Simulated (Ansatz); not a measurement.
# ZnCd3S4 (Cd on 75 % of the Zn sites, one arrangement): which shell does photoemission see at 21.2 and 40.8 eV? (LDA, PAW set soft_1)

The valence band of ZnCd3S4 (Cd on 75 % of the Zn sites, one arrangement) mixes several shells. Work out by hand which one leads the spectrum's area at each photon energy.

Filled states come from the projected DOS of Ansatz 0.2.0 (LDA, plane waves); cross sections σ and asymmetry parameters β are those of free atoms in a Dirac–Hartree–Slater calculation. A shell's area is states × σ × angular factor, which is 1 + β·P₂(cos θ) for linear light, with θ = 10° from the polarisation and P₂ = 0.955.

**At 21.2 eV** (states counted from 10.9 eV below the zero; other shells add 8.7 to the products' sum of 183):

```
shell  filled states a cell  cross section (Mb an electron)      β  angular factor  product  share by hand (%)  share in the simulated spectrum (%)
Cd 4d                 58.84                           0.964  -0.11            0.90     50.8                 28                                   28
 S 3p                 41.22                            1.08   1.85            2.77      123                 67                                   68
```

**At 40.8 eV** (states counted from 14.4 eV below the zero; other shells add 23 to the products' sum of 304):

```
shell  filled states a cell  cross section (Mb an electron)     β  angular factor  product  share by hand (%)  share in the simulated spectrum (%)
Cd 4d                 59.85                            3.63  0.28            1.26      275                 90                                   90
 S 3p                 41.25                           0.136  0.09            1.09     6.12                  2                                    2
```

S 3p leads at 21.2 eV and Cd 4d at 40.8 eV. Between the two energies σ of S 3p changes by a factor 0.13 and that of Cd 4d by 3.8, so their ratio moves 30-fold in favour of the second. The simulated spectrum uses the same rule on the energy-resolved DOS, so the two share columns agree within a few points.

The angular factor decides the lead at one of the energies. Only crystals where the two columns agree within 4 points and the lead is clear are worked in this form. Free-atom cross sections ignore the solid's final states, no escape depth or background enters, and the count of states a shell hangs on the projection.

[Logs are printed without paths, hosts, clocks, repeated set-up lines and the standing remarks that a program may print on its own settings, such as how far it seeks lower states.]
